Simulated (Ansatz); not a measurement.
# NbInSe3 (model cell, started as cubic perovskite with Nb in the octahedra): a soft mode frozen in

Wanted: the energy along a soft mode of NbInSe3 (model cell, started as cubic perovskite with Nb in the octahedra) and the structure at the end.

Calculated with Ansatz 0.2.0; DFT PBE, scalar-relativistic, plane waves, PAW; PAW set soft_1.

The structure was built from a prototype and need not be the compound's stable phase.

## Step 1: The structure

It takes space group Pm-3m (No. 221, cubic). Conventional cell: a = 5.104 Å, b = 5.104 Å, c = 5.104 Å, α = 90.00°, β = 90.00°, γ = 90.00°. Nearest to In lie 12 Se at 3.61 Å. Nearest to Nb lie 6 Se at 2.55 Å. Nearest to Se lie 2 Nb at 2.55 Å. Farther neighbours and most contacts between anions are not listed.

## Step 2: Phonons on a q mesh

The cell comes from relaxations at this level that are not shown. Stability and thermal properties need the whole zone. Linear response on a 2×2×2 q mesh gives force constants as far as a supercell of that size would.

input.yaml reads:

```yaml
crystal:
  lattice:
    - [5.1035173521, 0.0, 0.0]
    - [0.0, 5.1035173521, 0.0]
    - [0.0, 0.0, 5.1035173521]
  atoms:
    - { symbol: In, position: [0.0, 0.0, 0.0] }
    - { symbol: Nb, position: [0.5, 0.5, 0.5] }
    - { symbol: Se, position: [0.5, 0.5, 0.0] }
    - { symbol: Se, position: [0.5, 0.0, 0.5] }
    - { symbol: Se, position: [0.0, 0.5, 0.5] }
kpoints:
  mp_grid: { grid: [8, 8, 8] }
hamiltonian:
  xc: pbe
  pseudopotentials: { kind: paw, azcp: { folder: soft_1 } }
scf:
  occupations: { method: methfessel_paxton, width: 0.2 }
output:
  eigenvalues: true
phonons:
  method: dfpt
  qmesh: [2, 2, 2]
  temperatures: { t_max: 1000, t_step: 50 }
  qpath:
    path:
      - [[0.0, 0.0, 0.0], [0.0, 0.5, 0.0], [0.5, 0.5, 0.0], [0.0, 0.0, 0.0], [0.5, 0.5, 0.5], [0.0, 0.5, 0.0]]
      - [[0.5, 0.5, 0.5], [0.5, 0.5, 0.0]]
    npoints: 10
```

Launch:

```sh
$ ansatz run input.yaml --threads 4 --pin off --max-ram 16384MiB --backend cpu --events-out ev --progress --plain --runs-dir out
```

Numbers of over 12 decimals in the logs are rounded to 6 here.

Log:

```text
Engine: ansatz 0.2.0, aarch64-unknown-linux-gnu
Pseudopotentials: kind: paw
Pseudopotential: In, paw, valence charge 13, recommended cutoff 420 eV (normal), soft_1/In.paw.azcp
Pseudopotential: Nb, paw, valence charge 13, recommended cutoff 420 eV (normal), soft_1/Nb.paw.azcp
Pseudopotential: Se, paw, valence charge 16, recommended cutoff 420 eV (normal), soft_1/Se.paw.azcp
Functional definition: PBE
  parameter kappa = 0.804
  parameter beta = 0.066725
  exchange = pbe_x(kappa = kappa, mu = beta*pi^2/3)
  correlation = pbe_c(beta = beta)
Crystal: 5 atoms, lattice volume = 132.926 Å³
Basis set: ecut = 420 eV, 2553 PW (Γ), exchange–correlation on 72×72×72 points (8 copies of the dense FFT grid, shifted against one another)
Bands: 45, of which v1, the nominal top of the filled ones, is band 37 counted from 1 (36 counted from 0)
Symmetry: 48 space group operations
k-points: 35 of 512
Non-local potential: In, projectors of the file, l = 0: 2, l = 1: 2, l = 2: 2, l = 3: 1
Non-local potential: Nb, projectors of the file, l = 0: 3, l = 1: 2, l = 2: 2, l = 3: 1
Non-local potential: Se, projectors of the file, l = 0: 2, l = 1: 2, l = 2: 3, l = 3: 1
PAW form: soft (Blöchl's): semilocal exchange-correlation on the pseudo side does not see the compensation charge
PAW one-centre angular grid: In, 590 points (default); XC on 64 Gauss nodes
PAW one-centre angular grid: Nb, 590 points (default); XC on 64 Gauss nodes
PAW one-centre angular grid: Se, 590 points (default); XC on 64 Gauss nodes
Initial density: superposition of atomic densities (chi_scale 0.1, normalization cell, long waves kept (reshape's long-wave potential 0.00 eV rms))
Initial wavefunctions: pseudopotential atomic-orbital guess
Functional: x = pbe(κ = 0.804, μ = 0.219515), c = pbe(β = 0.066725)
SCF iter   1: F=—  HF=-26559.910924 eV  |F-HF|=—  |Δ(HF+E_count)|=         —  Δρ=3.38e-2  dr2=1.31e0  ethr=3.10e-3  ⟨swp⟩=6.5  Hψ=5560  notcnv=0
preconditioner: auto → Kerker (q_TF=auto, 2.475 Å⁻¹)  [metal: Δε(μ)=0.018 eV  Ē_g=10.519 eV  σ=0.200 eV  W_gap=0.07  n_scr=32 (ndim 8)  ℏωp=19.3 eV  f_vac=0.005  D(μ)=4.81/eV (n_scr^D=32)]
SCF iter   2: F=—  HF=-26559.564165 eV  |F-HF|=—  |Δ(HF+E_count)|=   3.47e-1  S|Δr|=    0.00e0  Δρ=1.96e-2  dr2=4.26e-1  ethr=1.77e-3  ⟨swp⟩=2.0  Hψ=2695  notcnv=0  defer=47
SCF iter   3: F=—  HF=-26559.414919 eV  |F-HF|=—  |Δ(HF+E_count)|=   1.49e-1  S|Δr|=    0.00e0  Δρ=4.71e-3  dr2=3.48e-2  ethr=5.76e-4  ⟨swp⟩=2.0  Hψ=2387  notcnv=0  defer=47
SCF iter   4: F=—  HF=-26559.410701 eV  |F-HF|=—  |Δ(HF+E_count)|=   4.22e-3  S|Δr|=    0.00e0  Δρ=1.73e-3  dr2=6.67e-3  ethr=4.71e-5  ⟨swp⟩=2.0  Hψ=2796  notcnv=0  defer=47
SCF iter   5: F=—  HF=-26559.410209 eV  |F-HF|=—  |Δ(HF+E_count)|=   4.91e-4  S|Δr|=    0.00e0  Δρ=7.13e-4  dr2=1.16e-3  ethr=9.02e-6  ⟨swp⟩=2.2  Hψ=2558  notcnv=0  defer=47
SCF iter   6: F=—  HF=-26559.410597 eV  |F-HF|=—  |Δ(HF+E_count)|=   3.88e-4  S|Δr|=    0.00e0  Δρ=3.00e-4  dr2=2.86e-4  ethr=1.57e-6  ⟨swp⟩=2.1  Hψ=1917  notcnv=0  defer=47
SCF iter   7: F=—  HF=-26559.410768 eV  |F-HF|=—  |Δ(HF+E_count)|=   1.71e-4  S|Δr|=    0.00e0  Δρ=8.27e-5  dr2=1.92e-5  ethr=3.86e-7  ⟨swp⟩=2.0  Hψ=2163  notcnv=0  defer=47
SCF iter   8: F=—  HF=-26559.410781 eV  |F-HF|=—  |Δ(HF+E_count)|=   1.24e-5  S|Δr|=    0.00e0  Δρ=2.35e-5  dr2=1.59e-6  ethr=2.59e-8  ⟨swp⟩=2.3  Hψ=2282  notcnv=0  defer=47
SCF iter   9: F=—  HF=-26559.410781 eV  |F-HF|=—  |Δ(HF+E_count)|=   5.19e-7  S|Δr|=    0.00e0  Δρ=7.92e-6  dr2=1.59e-7  ethr=2.15e-9  ⟨swp⟩=2.2  Hψ=2869  notcnv=0  defer=49
SCF iter  10: F=—  HF=-26559.410781 eV  |F-HF|=—  |Δ(HF+E_count)|=   2.82e-8  S|Δr|=    0.00e0  Δρ=2.20e-6  dr2=1.38e-8  ethr=2.14e-10  ⟨swp⟩=2.0  Hψ=2793  notcnv=0  defer=49
SCF iter  11: F=—  HF=-26559.410781 eV  |F-HF|=—  |Δ(HF+E_count)|=   4.64e-9  S|Δr|=    0.00e0  Δρ=7.72e-7  dr2=1.42e-9  ethr=1.86e-11  ⟨swp⟩=2.0  Hψ=2791  notcnv=0  defer=49
SCF iter  12: F=—  HF=-26559.410781 eV  |F-HF|=—  |Δ(HF+E_count)|=  8.66e-10  S|Δr|=    0.00e0  Δρ=2.67e-7  dr2=1.49e-10  ethr=1.92e-12  ⟨swp⟩=2.0  Hψ=1848  notcnv=0  defer=49
SCF iter  13: F=-26559.410781 eV  HF=-26559.410781 eV  |F-HF|=3.64e-12  |Δ(HF+E_count)|=  1.16e-10  S|Δr|=    0.00e0  Δρ=6.24e-8  dr2=5.70e-12  ethr=1.00e-12  ⟨swp⟩=9.8  Hψ=8680  notcnv=0
SCF 1 converged in 13 iterations: F = -26559.410781 eV  dr2 = 5.70e-12
  greatest PAW one-centre occupation: 1.000 electrons in one spin orbital (limit 2), on the Se atom at site 3 (counted from 0), in its partial waves of l = 2
Initial density: read from a saved state, or passed on in memory by an earlier SCF of this step, an earlier step, the calling program or the single point that the run made first
iter 1 solved again at ethr=2.06e-7 eV; its pass at ethr=3.10e-3 eV (dr2=1.53e-4 eV) is discarded
SCF iter   1: F=—  HF=-26559.410784 eV  |F-HF|=—  |Δ(HF+E_count)|=         —  Δρ=7.31e-7  dr2=9.00e-10  ethr=2.06e-7  ⟨swp⟩=3.0  Hψ=9309  notcnv=0
eigensolver tolerance schedule: the retry pair's looser diagonalisation over-reported the residual by 169418.90 of it (diagonalisation noise at an unbounded share of the residual, at the tolerance the schedule requests for it); recorded, not acted on — ethr = c·dr2/N_el stays at c = 1.0e-1
preconditioner: auto → LDOS  [metal: Δε(μ)=0.003 eV  Ē_g=10.136 eV  σ=0.200 eV  W_gap=0.01  n_scr=32 (ndim 8)  ℏωp=19.3 eV  f_vac=0.025  D(μ)=4.32/eV (n_scr^D=26)  β→1.0]
SCF iter   2: F=—  HF=-26559.410781 eV  |F-HF|=—  |Δ(HF+E_count)|=   2.71e-6  S|Δr|=    0.00e0  Δρ=9.28e-7  dr2=1.74e-9  ethr=1.22e-12  ⟨swp⟩=4.0  Hψ=4489  notcnv=0
SCF iter   3: F=—  HF=-26559.410781 eV  |F-HF|=—  |Δ(HF+E_count)|=  3.97e-10  S|Δr|=    0.00e0  Δρ=4.17e-7  dr2=2.77e-10  ethr=1.22e-12  ⟨swp⟩=2.0  Hψ=2823  notcnv=0
SCF iter   4: F=—  HF=-26559.410781 eV  |F-HF|=—  |Δ(HF+E_count)|=  7.28e-12  S|Δr|=    0.00e0  Δρ=3.10e-7  dr2=1.62e-10  ethr=1.00e-12  ⟨swp⟩=1.0  Hψ=1575  notcnv=0
SCF iter   5: F=-26559.410781 eV  HF=-26559.410781 eV  |F-HF|=3.64e-12  |Δ(HF+E_count)|=  1.82e-11  S|Δr|=    0.00e0  Δρ=4.01e-8  dr2=2.58e-12  ethr=1.00e-12  ⟨swp⟩=2.5  Hψ=4697  notcnv=0
SCF 2 converged in 5 iterations: F = -26559.410781 eV  dr2 = 2.58e-12
phonons: the bands overlap, so this run is a metal and interpolates without the dipole-dipole term. If the crystal is really an insulator or semiconductor, its LO-TO splitting is missing
NSCF: frozen V_eff on 35 k-points
NSCF: frozen V_eff on 125 k-points
DFPT response loops at q = (0, 0, 0) (fractional): preconditioner auto → Kerker (q_TF=auto, 2.475 Å⁻¹) (partly filled bands, converged f_vac=0.025); β = 1.00, the filter's whole step (`scf.mixing.beta` (0.50) is not read by the response loops under this deck's `scf.mixing.preconditioner`; to damp them name `kerker` or `kerker_dos`, under which they read `scf.mixing.beta`, and type it under 1.00, their step now; both keys bind the ground state too); Broyden in place of MSR1
NSCF: frozen V_eff on 250 k-points
DFPT response loops at q = (0, 0, -0.5) (fractional): mixed as the last ones told, above
NSCF: frozen V_eff on 250 k-points
DFPT response loops at q = (0, -0.5, -0.5) (fractional): mixed as the last ones told, above
NSCF: frozen V_eff on 250 k-points
DFPT response loops at q = (-0.5, -0.5, -0.5) (fractional): mixed as the last ones told, above
SCF converged after 13 iterations
Stability not checked: this state was not tested for a lower state beside it, because cold or Methfessel-Paxton smearing, or corrected tetrahedra, fill the levels in a way that the test cannot read (fill_not_monotonic; see scf.lower_state_search)
Free energy (F): -26559.410781 eV
Harris-Foulkes:  -26559.410781 eV  (|F-HF|=3.64e-12)
Internal energy: -26559.392487 eV  (E = F + TS)
E sigma→0 (E₀):  -26559.406208 eV
Entropy (-TS):   -0.018294 eV (-3.659 meV/atom)
Fermi energy:    8.182792 eV
Step filling:    the computed levels leave a gap of 0.0027 eV = 0.0 smearing widths at the electron count; against every level under it full and every level over it empty, smearing changes F+E_penalty+E_count by -10.351 meV and its σ→0 estimate by -5.778 meV
--- Per-component energies (eV) ---
  E_band       = -1388.958660
  E_kinetic    = 914.682702
  E_local      = -10500.515310  (includes V_loc(G=0)·N_el)
  E_nonlocal   = -642.994076
  E_hartree    = 5174.305009
  E_xc         = -563.763094
  E_vxc        = -560.144193  (∫ρ·V_xc dr)
  E_paw        = -13674.905741  (= ΣΔE_a)
  E_vpaw       = -948.596644  (= ΣTr[D̂ρ^β])
  E_aug_tail   = -0.001037  (compensation charges beyond the density's cutoff)
  E_ewald      = -7266.200941
  E_smearing   = -0.018294  (= −TS)
  E_closure    = -0.000000  (closes the sum)
  Σ components = -26559.410781   (vs F -26559.410781, Δ=0.00e0)
--- Band table (eV; the first three rows and the last of 35) ---
  k-point 0: bands = [... 33 lower, 7.0287, 7.4426, 7.4426, 7.4426, 7.5367, 7.5367, 7.5367, 9.2094, ... 4 higher]
  k-point 1: bands = [... 33 lower, 6.9571, 7.1076, 7.3820, 7.3820, 7.4473, 8.1460, 8.1460, 9.2126, ... 4 higher]
  k-point 2: bands = [... 33 lower, 6.7964, 7.0921, 7.4263, 7.4263, 7.4586, 8.8753, 8.8753, 9.2191, ... 4 higher]
  k-point 34: bands = [... 33 lower, 4.5712, 8.3982, 8.3982, 8.3982, 9.5002, 9.5002, 9.5002, 13.5451, ... 4 higher]
--- Phonons (Γ-DFPT): 4 representative perturbations + reference (Σ response iterations 12) ---
  ASR residual: 4.634e-5 → 0.000e0 eV/Å²; symmetrization residual: 5.974e-5 eV/Å²
  ASR residual per site (eV/Å²): 3.42e-5 4.63e-5 3.21e-5 3.21e-5 3.21e-5
  Γ frequencies (cm⁻¹): -32.66 -32.66 -32.66 0.00 0.00 0.00 46.17 46.17 46.17 54.46 54.46 54.46 198.43 198.43 198.43
--- Phonons (arbitrary-q DFPT): 4 irreducible q on the 2×2×2 mesh ---
  q = [0.0000, 0.0000, 0.0000] (star 1, of the zone-centre solve; hermiticity 1.38e-5, symmetrization 9.20e-12): -32.66 -32.66 -32.66 0.00 0.00 0.00 46.17 46.17 46.17 54.46 54.46 54.46 198.43 198.43 198.43
  q = [0.0000, 0.0000, -0.5000] (star 3, 9 solved perturbations in 975 linear systems a pass and spin channel, the states on 125 of 512 k-point pairs; hermiticity 4.81e-6, symmetrization 1.55e-9): -22.69 -22.69 -19.59 -19.59 6.16 41.03 41.03 64.01 78.20 78.20 78.28 173.81 193.03 193.03 231.15
  q = [0.0000, -0.5000, -0.5000] (star 3, 9 solved perturbations in 975 linear systems a pass and spin channel, the states on 125 of 512 k-point pairs; hermiticity 7.67e-6, symmetrization 3.28e-9): -61.78 -47.11 -28.32 -28.32 -15.01 22.13 69.95 69.95 73.57 73.57 117.67 174.81 174.81 184.38 251.78
  q = [-0.5000, -0.5000, -0.5000] (star 1, 4 solved perturbations in 350 linear systems a pass and spin channel, the states on 125 of 512 k-point pairs; hermiticity 9.10e-6, symmetrization 8.44e-12): -138.62 -138.62 -61.40 -61.40 -61.40 -20.15 -20.15 -20.15 112.57 112.57 112.57 173.30 173.30 173.30 270.32
  sum rule: each row above includes the acoustic sum rule's correction from the zone centre's row sums; it moved no ω² by more than (0.37 cm⁻¹)²
  mesh force constants: q→R imaginary residual 5.48e-18; ASR residual 4.634e-5 → 0.000e0 eV/Å²; symmetrization residual 5.329e-15 eV/Å²
  interpolated dispersion: 62 rows × 15 modes
  density of states and harmonic sums: on the 12×12×12 q-mesh, interpolated from the force constants of a 2×2×2 supercell (no non-analytic term)
  largest difference from the sums on the solved wave vectors: F 9.56e-2 eV, S 1.44e-4 and C_V 5.03e-5 eV/K
  zero-point energy: 0.072830 eV/cell   skipped modes (ω ≤ 0): 402, of them read as no rigid motion or as one in doubt: 399 (4.561e0 modes/cell left out, lowest -138.62 cm⁻¹)   left out of the sums: 3.04e-1 of the cell's modes: C_V's classical limit lies that fraction below 3 k_B per atom; for a crystal, a wire or a layer, F and S can be off by more, and a phonons.interpolated_qmesh denser along its periods is the remedy for the sampling
```

Run time: 7.2 min. Hardware: 4 threads of Arm Neoverse V2, shared host; peak memory 2.1 GiB.

In the SCF lines HF is the Harris–Foulkes energy and dr2 the Hartree energy of the density residual, in eV; the loop may stop once dr2 is under the threshold and the program's other checks hold. Hψ counts applications of the Hamiltonian.

This step gave:

```yaml
volume_per_atom: 26.59 Å³
gap_on_the_k_mesh: 0 eV
sum_rule_residual_before_enforcement: 4.63e-5 eV/Å²
lowest_frequency_on_the_path: -138.6 cm⁻¹
point_group: m-3m
highest_frequency_on_the_path_or_at_a_solved_wavevector: 270.4 cm⁻¹
highest_optical_mode_at_the_zone_centre_no_lo_to_term: 198.4 cm⁻¹
lowest_optical_zone_centre_mode: -32.66 cm⁻¹
lowest_mode_on_the_q_mesh_acoustic_modes_at_gamma_apart: -138.6 cm⁻¹
```

Frequencies (cm⁻¹) solved at each irreducible wavevector; negative means imaginary. Frequencies by wavevector, by row:

```
q in reciprocal lattice units  star  mode 1  mode 2  mode 3  mode 4  mode 13  mode 14  mode 15
                        0 0 0     1   -32.7   -32.7   -32.7       0    198.4    198.4    198.4
                     0 0 -0.5     3   -22.7   -22.7   -19.6   -19.6      193      193    231.2
                  0 -0.5 -0.5     3   -61.8   -47.1   -28.3   -28.3    174.8    184.4    251.8
               -0.5 -0.5 -0.5     1  -138.6  -138.6   -61.4   -61.4    173.3    173.3    270.3
```

Interpolated from a 2×2×2 q mesh. The phonon branches at the labelled points (cm⁻¹):

```
    point  branch 1  branch 2  branch 3  branch 4  branch 12  branch 13  branch 14  branch 15
        Γ       -33       -33       -33         0         54        198        198        198
  halfway       -27       -27       -18        12        126        196        196        214
        X       -23       -23       -20       -20        174        193        193        231
  halfway       -35       -32       -28       -25        150        174        189        247
        M       -62       -47       -28       -28        175        175        184        252
  halfway       -27       -24       -23       -21        126        170        193        235
        Γ       -33       -33       -33         0         54        198        198        198
  halfway       -33       -33       -28       -23        127        159        159        254
        R      -139      -139       -61       -61        173        173        173        270
  halfway       -36       -36       -33       -30        135        149        174        263
        X       -23       -23       -20       -20        174        193        193        231
jump to R      -139      -139       -61       -61        173        173        173        270
  halfway       -97       -62       -33       -33        134        174        174        268
        M       -62       -47       -28       -28        175        175        184        252
```

Symmetry leaves 4 wavevectors to solve. The lowest mode among them, the acoustic zeros apart, lies at q = (-0.5, -0.5, -0.5) and is imaginary, 138.6i cm⁻¹, so the energy falls along it.

## Step 3: The mode frozen in, largest atomic shift 0 Å

The mode followed lies at q = (-0.5, -0.5, -0.5) with frequency 138.6i cm⁻¹ and is 2-fold degenerate, the softest among the wavevectors solved. At small amplitude the distorted cell has space group no. 69 by a symmetry search on the positions. The undistorted cell that holds it gives the zero of energy on the same k mesh.

System of this step: NbInSe3 (model cell, started as cubic perovskite with Nb in the octahedra). Symmetry: Pm-3m, No. 221, cubic system. Conventional cell: a = 5.104 Å, b = 5.104 Å, c = 5.104 Å, α = 90.00°, β = 90.00°, γ = 90.00°. In has 12 Se at 3.61 Å nearest. Nearest to Nb lie 6 Se at 2.55 Å. Nearest to Se lie 2 Nb at 2.55 Å. Farther neighbours and most contacts between anions are not listed.

input.yaml, the sections that differ from step 2:

```yaml
crystal:
  lattice:
    - [5.1035173521, 5.1035173521, 0.0]
    - [5.1035173521, 0.0, 5.1035173521]
    - [5.1035173521, 0.0, -5.1035173521]
  atoms:
    - { symbol: In, position: [0.0, 0.5, 0.5] }
    - { symbol: In, position: [0.0, 0.0, 0.0] }
    - { symbol: Nb, position: [0.5, 0.25, 0.75] }
    - { symbol: Nb, position: [0.5, 0.75, 0.25] }
    - { symbol: Se, position: [0.5, 0.5, 0.5] }
    - { symbol: Se, position: [0.5, 0.0, 0.0] }
    - { symbol: Se, position: [0.0, 0.0, 0.5] }
    - { symbol: Se, position: [0.0, 0.5, 0.0] }
    - { symbol: Se, position: [0.5, 0.0, 0.5] }
    - { symbol: Se, position: [0.5, 0.5, 0.0] }
output:
  forces: true
  stress: true
  eigenvalues: true
# kpoints, hamiltonian, scf: as in step 2
# phonons: removed
```

Log:

```text
[...]
Crystal: 10 atoms, lattice volume = 265.851 Å³
Basis set: ecut = 420 eV, 5065 PW (Γ), exchange–correlation on 100×100×100 points (8 copies of the dense FFT grid, shifted against one another)
Bands: 89, of which v1, the nominal top of the filled ones, is band 74 counted from 1 (73 counted from 0)
Symmetry: 96 space group operations
[...]
k-points: 29 of 512
[...]
k-point 0: bands = [... 70 lower, 7.4502, 7.5351, 7.5351, 7.5351, 8.3937, 8.3937, 8.3937, 9.2176, ... 11 higher]
  k-point 1: bands = [... 70 lower, 7.3132, 7.8579, 7.8579, 7.9389, 8.2722, 8.2722, 8.3253, 9.4252, ... 11 higher]
  k-point 2: bands = [... 70 lower, 7.1864, 7.9569, 7.9569, 8.1408, 8.3130, 8.3130, 8.4274, 9.2383, ... 11 higher]
  k-point 28: bands = [... 70 lower, 7.0169, 7.0169, 7.6934, 7.6934, 8.9716, 8.9716, 9.6941, 9.6941, ... 11 higher]
[key lines of the parts left out:]
SCF converged after 10 iterations
Free energy (F): -53118.864926 eV
Fermi energy:    8.170512 eV
P = ⅓ Tr σ = -0.0690 GPa (-0.690 kbar)
```

The job ended after 9.5 s (4 threads; peak memory 1.2 GiB; 37 s of CPU time).

This step gave:

| Property | Result |
| --- | --- |
| pressure | -0.06897 GPa |
| energy from the undistorted cell | 0 meV/atom |

The run ends at a pressure of -0.07 GPa.

## Step 4: The mode frozen in, largest atomic shift 0.04 Å

The atoms are moved along the unstable eigenvector, the largest shift by 0.04 Å, with the cell fixed.

input.yaml, the sections that differ from step 3:

```yaml
crystal:
  lattice:
    - [5.1035173521, 5.1035173521, 0.0]
    - [5.1035173521, 0.0, 5.1035173521]
    - [5.1035173521, 0.0, -5.1035173521]
  atoms:
    - { symbol: In, position: [0.0, 0.5, 0.5] }
    - { symbol: In, position: [0.0, 0.0, 0.0] }
    - { symbol: Nb, position: [0.5, 0.25, 0.75] }
    - { symbol: Nb, position: [0.5, 0.75, 0.25] }
    - { symbol: Se, position: [0.5, 0.5036866406, 0.4963133594] }
    - { symbol: Se, position: [0.5, -0.0036866406, 0.0036866406] }
    - { symbol: Se, position: [-0.0078377318, 0.0039188659, 0.5039188659] }
    - { symbol: Se, position: [0.0078377318, 0.4960811341, -0.0039188659] }
    - { symbol: Se, position: [0.5, -0.0002322253, 0.4997677747] }
    - { symbol: Se, position: [0.5, 0.5002322253, 0.0002322253] }
# kpoints, hamiltonian, scf, output: as in step 3
```

Log:

```text
[...]
Crystal: 10 atoms, lattice volume = 265.851 Å³
Basis set: ecut = 420 eV, 5065 PW (Γ), exchange–correlation on 100×100×100 points (8 copies of the dense FFT grid, shifted against one another)
Bands: 89, of which v1, the nominal top of the filled ones, is band 74 counted from 1 (73 counted from 0)
Symmetry: 8 space group operations
[...]
k-points: 95 of 512
[...]
k-point 0: bands = [... 70 lower, 7.4456, 7.5379, 7.5380, 7.5387, 8.4039, 8.4066, 8.4268, 9.2144, ... 11 higher]
  k-point 1: bands = [... 70 lower, 7.3160, 7.8230, 7.8463, 7.9211, 8.2900, 8.3091, 8.3572, 9.4270, ... 11 higher]
  k-point 2: bands = [... 70 lower, 7.1853, 7.9275, 7.9470, 8.1069, 8.3290, 8.3655, 8.4499, 9.2411, ... 11 higher]
  k-point 94: bands = [... 70 lower, 7.4484, 7.5017, 7.5018, 7.8826, 8.4134, 9.2305, 9.6454, 9.6455, ... 11 higher]
[key lines of the parts left out:]
SCF converged after 10 iterations
Free energy (F): -53118.871519 eV
Fermi energy:    8.175113 eV
P = ⅓ Tr σ = 0.0180 GPa (0.180 kbar)
```

Run time: 32 s. Hardware: 4 threads; peak memory 1.9 GiB.

This step gave:

```yaml
pressure: 0.01805 GPa
gap_on_the_k_mesh: 0.04681 eV
energy_from_the_undistorted_cell: -1.016 meV/atom
```

The energy, extrapolated to zero smearing, is -1.02 meV/atom against the undistorted cell.

The run ends at a pressure of 0.02 GPa, with forces up to 0.053 eV/Å.

[end of part 1 of 3]

[Logs are printed without paths, hosts, clocks, repeated set-up lines and the standing remarks that a program may print on its own settings, such as how far it seeks lower states.]

[Hosts, paths, dates, database ids (printed as entryN), source tags and the programs' standing remarks are cut or masked in the printed files.]
